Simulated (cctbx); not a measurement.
## What is wrong with this refinement?

Cell a = 7.9870 Å, b = 7.9870 Å, c = 7.9870 Å, α = 90.00°, β = 90.00°, γ = 90.00°; space group Im-3 (no. 204).

The data are simulated with cctbx, not measured: Mo Kα, λ = 0.71073 Å, to d = 0.6 Å, 70 % of the full sphere, strongest reflection 20000 counts, noise from counting, a 4 % proportional error and a noise floor of 8 counts (s.d.); no absorption.

An anisotropic refinement with weights 1/σ² prints:

```text
Rint 0.040, 243 unique reflections to 0.60 A
cycle     R1     wR2    GooF  max shift (A)
   1  0.1111  0.2723  12.613   0.00151
   2  0.0497  0.1347   6.238   0.00005
final R1 0.0497 wR2 0.1347 GooF 6.238  parameters 12  data/parameter 20.2
atom        x        y        z      Ueq    occ   su(xyz)  su(Uiso or U11)
Bi1    0.00000  0.00000  0.00000   0.0023  1.000  0.00000  0.0003
La1    0.00000  0.00000  0.50000   0.0072  1.000  0.00000  0.0005
V1     0.25000  0.25000  0.25000   0.0042  1.000  0.00000  0.0006
O1     0.29616  0.19218  0.00000   0.0061  1.000  0.00099  0.0027
difference map: max 7.41 min -9.02 rms 0.74
Q1    0.0000  0.0000  0.0000    2    7.48  0.00 A from Bi1
Q2    0.2500  0.2500  0.2500    8    1.80  0.00 A from V1
Q3    0.0000  0.5000  0.4074   12    1.65  0.74 A from La1
Q4    0.0000  0.4283  0.0674   24    1.59  0.79 A from La1
Q5    0.0000  0.0556  0.4259   24    1.29  0.74 A from La1
Q6    0.0000  0.3732  0.3736   24    1.23  1.43 A from La1
```

Q: Accept it or mend it, and why?

Mend it. The fault: wrong element: La1 is In. Against the right model at the same level, R1 goes from 0.0089 to 0.0497 and GooF from 0.97 to 6.24, U of La1 swells from 0.0030 to 0.0072 Å², U of Bi1 shrinks from 0.0040 to 0.0023 Å², the top difference peak, 7.5 e/Å³, lies on Bi1 and a hole of -9.0 e/Å³ opens. La1 has 8 electrons too many and its U swells to shed them, as expected.

The compound is V4In3BiO12. The right model at the same level gives:

```text
Rint 0.040, 243 unique reflections to 0.60 A
cycle     R1     wR2    GooF  max shift (A)
   1  0.0108  0.0278   1.288   0.00037
   2  0.0089  0.0210   0.972   0.00000
final R1 0.0089 wR2 0.0210 GooF 0.972  parameters 12  data/parameter 20.2
atom        x        y        z      Ueq    occ   su(xyz)  su(Uiso or U11)
Bi1    0.00000  0.00000  0.00000   0.0040  1.000  0.00000  0.0000
In1    0.00000  0.00000  0.50000   0.0030  1.000  0.00000  0.0001
V1     0.25000  0.25000  0.25000   0.0059  1.000  0.00000  0.0001
O1     0.29592  0.19218  0.00000   0.0073  1.000  0.00015  0.0004
difference map: max 0.47 min -0.50 rms 0.13
Q1    0.0902  0.0902  0.0902   16    0.47  1.25 A from Bi1
Q2    0.0000  0.1372  0.1297   24    0.36  1.36 A from O1
Q3    0.0000  0.1634  0.2750   24    0.36  1.25 A from O1
Q4    0.1434  0.2330  0.1619   48    0.36  1.11 A from V1
Q5    0.0580  0.3747  0.2778   48    0.34  1.04 A from O1
Q6    0.1235  0.2208  0.3514   48    0.32  1.32 A from V1
```

This is a model crystal, built by substitution and not relaxed, with assumed displacement parameters.

[Middle refinement cycles are left out of these outputs.]

[Logs are printed without paths, hosts, clocks, repeated set-up lines and the standing remarks that a program may print on its own settings, such as how far it seeks lower states.]
